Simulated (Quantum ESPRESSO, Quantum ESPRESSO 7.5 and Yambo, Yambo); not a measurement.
# Al2O3 (Corundum): G0W0 with Yambo, start to end

Aim: the G0W0 gap of Al2O3 (Corundum) on PBE, step by step.

Main program and level: Quantum ESPRESSO 7.5 and Yambo 5.3.0; PBE and many-body steps on it, plane waves.

**Experimental background.**

- Gap 8.7 eV: optical band gap of host from absorption; optical absorption, quoted from earlier work; bulk crystal (high-purity reference sample) (quoted in “Multi-petahertz electron interference in Cr:Al2O3 solid-state material”, 2018, pmc:5906618).

Most raw output is cut from this account.

### 1. Set-up

Symmetry: R-3c, No. 167, trigonal system. The conventional cell has a = 4.760 Å, b = 4.760 Å, c = 12.996 Å, α = 90.00°, β = 90.00°, γ = 120.00°. Nearest to Al lie 6 O at 1.85 to 1.97 Å. Nearest to O lie 4 Al at 1.85 to 1.97 Å. Farther neighbours and most contacts between anions are not listed.

The cell and positions come from the Crystallography Open Database and are kept as given unless a step says otherwise.

### 2. Ground state

This step: Quantum ESPRESSO 7.5; DFT, PBE, plane waves, norm-conserving pseudopotentials.

The ground-state density comes first.

Contents of pw.in:

```
&control
  calculation = 'scf'
  prefix = 'x'
  outdir = 'o'
  pseudo_dir = 'pseudo'
/
&system
  ibrav = 0
  nat = 10
  ntyp = 2
  ecutwfc = 72.0
  nbnd = 33
  force_symmorphic = .true.
/
&electrons
  conv_thr = 1e-10
  electron_maxstep = 80
  mixing_beta = 0.5
/
ATOMIC_SPECIES
  Al 26.982 Al.upf
  O 15.999 O.upf
CELL_PARAMETERS angstrom
  2.3802500000 1.3742379782 4.3318666667
  -2.3802500000 1.3742379782 4.3318666667
  -0.0000000000 -2.7484759565 4.3318666667
ATOMIC_POSITIONS crystal
  Al 0.3521600000 0.3521600000 0.3521600000
  Al 0.1478400000 0.1478400000 0.1478400000
  Al 0.6478400000 0.6478400000 0.6478400000
  Al 0.8521600000 0.8521600000 0.8521600000
  O 0.5566800000 0.9433200000 0.2500000000
  O 0.2500000000 0.5566800000 0.9433200000
  O 0.9433200000 0.2500000000 0.5566800000
  O 0.4433200000 0.0566800000 0.7500000000
  O 0.7500000000 0.4433200000 0.0566800000
  O 0.0566800000 0.7500000000 0.4433200000
K_POINTS automatic
  6 6 6 0 0 0
```

On the command line:

```bash
$ OMP_NUM_THREADS=1 mpirun -n 4 pw.x -nk 4 -in pw.in > pw.out
```

Run time: 70 s. Hardware: 4 MPI ranks of Arm Neoverse V1, shared host; peak memory 0.49 GiB; 4.6 min of CPU time.

This step gave:

* total energy: -2969.2711 eV
* gap: 6.266 eV
* k of the valence top: 0, 0, 0
* k of the conduction bottom: 0, 0, 0
* least direct gap: 6.266 eV

The gap is direct, at Γ.

### 3. Bands along the symmetry lines

The cheap functional maps the bands first; the places of the edges decide which points the dearer methods must see.

Contents of pw.in:

```
&control
  calculation = 'bands'
  prefix = 'x'
  outdir = 'o'
  pseudo_dir = 'pseudo'
/
&system
  ibrav = 0
  nat = 10
  ntyp = 2
  ecutwfc = 72.0
  nbnd = 30
  force_symmorphic = .true.
/
&electrons
  conv_thr = 1e-9
  electron_maxstep = 80
  diago_full_acc = .true.
  diago_thr_init = 5e-6
/
ATOMIC_SPECIES
  Al 26.982 Al.upf
  O 15.999 O.upf
CELL_PARAMETERS angstrom
  2.3802500000 1.3742379782 4.3318666667
  -2.3802500000 1.3742379782 4.3318666667
  -0.0000000000 -2.7484759565 4.3318666667
ATOMIC_POSITIONS crystal
  Al 0.3521600000 0.3521600000 0.3521600000
  Al 0.1478400000 0.1478400000 0.1478400000
  Al 0.6478400000 0.6478400000 0.6478400000
  Al 0.8521600000 0.8521600000 0.8521600000
  O 0.5566800000 0.9433200000 0.2500000000
  O 0.2500000000 0.5566800000 0.9433200000
  O 0.9433200000 0.2500000000 0.5566800000
  O 0.4433200000 0.0566800000 0.7500000000
  O 0.7500000000 0.4433200000 0.0566800000
  O 0.0566800000 0.7500000000 0.4433200000
K_POINTS crystal
  59
  0.00000000 0.00000000 0.00000000 1
  0.06250000 0.06250000 0.06250000 1
  0.12500000 0.12500000 0.12500000 1
  0.18750000 0.18750000 0.18750000 1
  0.25000000 0.25000000 0.25000000 1
  0.31250000 0.31250000 0.31250000 1
  0.37500000 0.37500000 0.37500000 1
  0.43750000 0.43750000 0.43750000 1
  0.50000000 0.50000000 0.50000000 1
  0.53327994 0.46672006 0.50000000 1
  0.56655988 0.43344012 0.50000000 1
  0.59983982 0.40016018 0.50000000 1
  0.63311976 0.36688024 0.50000000 1
  0.66639970 0.33360030 0.50000000 1
  0.69967964 0.30032036 0.50000000 1
  0.73295958 0.26704042 0.50000000 1
  0.76623952 0.23376048 0.50000000 1
  0.50000000 -0.23376048 0.23376048 1
  0.50000000 -0.20454042 0.20454042 1
  0.50000000 -0.17532036 0.17532036 1
  0.50000000 -0.14610030 0.14610030 1
  0.50000000 -0.11688024 0.11688024 1
  0.50000000 -0.08766018 0.08766018 1
  0.50000000 -0.05844012 0.05844012 1
  0.50000000 -0.02922006 0.02922006 1
  0.50000000 0.00000000 0.00000000 1
  0.43750000 0.00000000 0.00000000 1
  0.37500000 0.00000000 0.00000000 1
  0.31250000 0.00000000 0.00000000 1
  0.25000000 0.00000000 0.00000000 1
  0.18750000 0.00000000 0.00000000 1
  0.12500000 0.00000000 0.00000000 1
  0.06250000 0.00000000 0.00000000 1
  0.00000000 0.00000000 0.00000000 1
  0.04586003 -0.04586003 0.00000000 1
  0.09172006 -0.09172006 0.00000000 1
  0.13758009 -0.13758009 0.00000000 1
  0.18344012 -0.18344012 0.00000000 1
  0.22930015 -0.22930015 0.00000000 1
  0.27516018 -0.27516018 0.00000000 1
  0.32102021 -0.32102021 0.00000000 1
  0.36688024 -0.36688024 -0.00000000 1
  0.63311976 0.00000000 0.36688024 1
  0.61647979 0.00000000 0.38352021 1
  0.59983982 0.00000000 0.40016018 1
  0.58319985 0.00000000 0.41680015 1
  0.56655988 0.00000000 0.43344012 1
  0.54991991 0.00000000 0.45008009 1
  0.53327994 0.00000000 0.46672006 1
  0.51663997 0.00000000 0.48336003 1
  0.50000000 0.00000000 0.50000000 1
  0.43750000 0.00000000 0.43750000 1
  0.37500000 0.00000000 0.37500000 1
  0.31250000 0.00000000 0.31250000 1
  0.25000000 0.00000000 0.25000000 1
  0.18750000 0.00000000 0.18750000 1
  0.12500000 0.00000000 0.12500000 1
  0.06250000 0.00000000 0.06250000 1
  0.00000000 0.00000000 0.00000000 1
```

Run time: 32 s. Hardware: 4 MPI ranks; peak memory 0.32 GiB; 2.1 min of CPU time.

Numbers from this step:

```
gap                        : 6.266 eV
k of the valence top       : 0, 0, 0
k of the conduction bottom : 0, 0, 0
least direct gap           : 6.266 eV
```

The gap is 6.266 eV, as in the run before at this level.

The electronic bands at the labelled points (eV, zero at the top of the highest filled band):

```csv
point,band 21,band 22,band 23,band 24,band 25,band 26,band 27,band 28
Γ,-0.49,-0.04,-0.04,0.00,6.27,9.19,10.78,11.56
halfway,-0.50,-0.50,-0.11,-0.11,7.24,9.24,10.63,11.68
T,-0.38,-0.38,-0.38,-0.38,8.71,8.71,11.13,11.13
halfway,-0.85,-0.85,-0.53,-0.53,9.40,9.40,10.83,10.83
H2,-0.84,-0.84,-0.50,-0.50,9.74,9.74,10.15,10.15
jump to H0,-0.84,-0.84,-0.50,-0.50,9.74,9.74,10.15,10.15
halfway,-0.83,-0.83,-0.31,-0.31,9.40,9.40,9.88,9.88
L,-0.90,-0.90,-0.27,-0.27,9.49,9.49,9.68,9.68
halfway,-0.76,-0.44,-0.15,-0.11,7.51,10.09,10.18,10.81
Γ,-0.49,-0.04,-0.04,0.00,6.27,9.19,10.78,11.56
halfway,-0.84,-0.52,-0.17,-0.08,7.92,9.80,10.36,10.50
S0,-0.88,-0.84,-0.56,-0.28,9.54,9.57,9.78,10.26
jump to S2,-0.88,-0.84,-0.56,-0.28,9.54,9.57,9.78,10.26
halfway,-0.95,-0.83,-0.74,-0.26,9.64,9.82,9.84,10.27
F,-1.02,-0.91,-0.74,-0.25,9.68,9.76,9.95,10.44
halfway,-0.96,-0.59,-0.26,-0.17,7.77,10.16,10.20,10.78
Γ,-0.49,-0.04,-0.04,0.00,6.27,9.19,10.78,11.56
```

### 4. Empty states on the mesh, 4×4×4 mesh, 149 bands

The sums over transitions need many empty states on a uniform mesh; this step solves for them.

Contents of pw.in:

```
&control
  calculation = 'nscf'
  prefix = 'x'
  outdir = 'o'
  pseudo_dir = 'pseudo'
/
&system
  ibrav = 0
  nat = 10
  ntyp = 2
  ecutwfc = 72.0
  nbnd = 149
  force_symmorphic = .true.
/
&electrons
  conv_thr = 1e-9
  electron_maxstep = 80
  diago_full_acc = .true.
  diago_thr_init = 5e-6
/
ATOMIC_SPECIES
  Al 26.982 Al.upf
  O 15.999 O.upf
CELL_PARAMETERS angstrom
  2.3802500000 1.3742379782 4.3318666667
  -2.3802500000 1.3742379782 4.3318666667
  -0.0000000000 -2.7484759565 4.3318666667
ATOMIC_POSITIONS crystal
  Al 0.3521600000 0.3521600000 0.3521600000
  Al 0.1478400000 0.1478400000 0.1478400000
  Al 0.6478400000 0.6478400000 0.6478400000
  Al 0.8521600000 0.8521600000 0.8521600000
  O 0.5566800000 0.9433200000 0.2500000000
  O 0.2500000000 0.5566800000 0.9433200000
  O 0.9433200000 0.2500000000 0.5566800000
  O 0.4433200000 0.0566800000 0.7500000000
  O 0.7500000000 0.4433200000 0.0566800000
  O 0.0566800000 0.7500000000 0.4433200000
K_POINTS automatic
  4 4 4 0 0 0
```

Elapsed: 57 s, on 4 MPI ranks; peak memory 0.55 GiB.

Numbers from this step:

```yaml
gap: 6.266 eV
k_of_the_valence_top: 0, 0, 0
k_of_the_conduction_bottom: 0, 0, 0
least_direct_gap: 6.266 eV
k_points_computed: 14
lowest_point_of_the_top_converged_band_above_the_valence_top: 65.7497 eV
```

On this mesh the gap is 6.266 eV.

### 5. Conversion and set-up

This step: Yambo 5.3.0; conversion and set-up on PBE, plane waves, norm-conserving pseudopotentials.

The states are converted to the many-body program's format and the q mesh is built.

On the command line:

```bash
$ (cd o/x.save; p2y > p2y.log; mv SAVE ../..); yambo > setup.log
```

The job ended after 2.6 s (1 MPI rank; peak memory 0.25 GiB).

### 6. Screening and self-energy, 4×4×4 mesh, 149 bands, screening to 122.5 eV

Now the one-shot GW correction: screening in the RPA, then the self-energy of the levels asked for.

This step: G0W0 on PBE, plane waves, norm-conserving pseudopotentials.

Contents of gw1.in:

```
HF_and_locXC
gw0
dyson
ppa
em1d
rim_cut
RandQpts= 1000000
RandGvec= 1 RL
EXXRLvcs= 72 Ry
VXCRLvcs= 288 Ry
Chimod= "HARTREE"
% BndsRnXp
 1 | 149 |
%
NGsBlkXp= 9 Ry
% LongDrXp
 1 | 1 | 1 |
%
% GbndRnge
 1 | 149 |
%
DysSolver= "n"
ExtendOut
PPAPntXp= 27.21138 eV
% QPkrange
 1 | 14 | 11 | 26 |
%
```

On the command line:

```bash
$ OMP_NUM_THREADS=1 mpirun -n 4 yambo -F gw1.in -J gw1 -C gw1 > gw1.log
```

Run time: 41 min. Hardware: 4 MPI ranks; peak memory 3.8 GiB; 2.7 h of CPU time.

This step gave:

```yaml
g0w0_gap_on_the_mesh: 8.434 eV
starting_gap_on_the_mesh: 6.266 eV
k_of_the_valence_top: 0, 0, 0
k_of_the_conduction_bottom: 0, 0, 0
least_direct_g0w0_gap_on_the_computed_points: 8.434 eV
z_at_the_valence_top: 0.8190
z_at_the_conduction_bottom: 0.8544
```

The gap on the mesh goes from 6.27 eV to 8.43 eV, a correction of +2.17 eV.

Limits: finite bands, cutoff and mesh. v1 is the top filled band, c1 the lowest empty one. The levels before and after the correction (eV, zero at the valence-band top of each column):

```csv
,conduction bottom,valence top
Kohn-Sham,6.27,0.00
G0W0,8.43,0.00
```

```csv
,level,energy (eV)
Kohn-Sham,Γ v4,-0.488
Kohn-Sham,Γ v3-v2,-0.045
Kohn-Sham,Γ v1,0.000
Kohn-Sham,Γ c1,6.266
Kohn-Sham,Γ c2,9.188
G0W0,Γ v4,-0.652
G0W0,Γ v3-v2,-0.055
G0W0,Γ v1,0.000
G0W0,Γ c1,8.434
G0W0,Γ c2,11.380
```

### 7. Where the time went

Times are wall times on the hardware named with each run, good to a factor of about two.

```csv
step,time,share,memory (GiB)
ground state,70 s,3 %,0.49
bands along the symmetry lines,32 s,1 %,0.32
empty states on the mesh,57 s,2 %,0.55
conversion and set-up,2.6 s,0 %,0.25
screening and self-energy,41 min,94 %,3.8
```

### 8. Outcome

| Property | Result |
| --- | --- |
| PBE gap | 6.27 eV, direct |
| G0W0 gap on the mesh | 8.43 eV |
| GW settings | 4×4×4 mesh, 149 bands, screening to 122.5 eV, Godby-Needs plasmon pole |
| known limits | not at the basis limit |

What this shows: G0W0 moves the gap on the mesh from 6.27 eV to 8.43 eV (+2.17 eV), with Z of 0.82 and 0.85 at the edges. The dearest step here is «screening and self-energy». Against experiment, by G0W0@PBE: the gap of 8.43 eV lies −0.27 eV from the measured 8.7 eV (optical, quoted 2018). An exciton line or allowed optical edge lies below the quasiparticle gap by the binding energy; a forbidden edge can push the onset above it. The calculation has static nuclei and no excitons; a measured gap holds zero-point and thermal motion, which mostly lowers it. Bands and cutoff are finite, so the gap is not at the basis limit. The miss can reach some tenths of an eV and take either sign; the mesh is an error of its own.

[Paths, hosts, dates, memory and timing lines, banners, echoed tables and standing remarks are left out of the program output.]

[Logs are printed without paths, hosts, clocks, repeated set-up lines and the standing remarks that a program may print on its own settings, such as how far it seeks lower states.]

[Runs of the session that timed out or met a known fault of the program may be left out.]

[Hosts, paths, dates, database ids (printed as entryN), source tags and the programs' standing remarks are cut or masked in the printed files.]
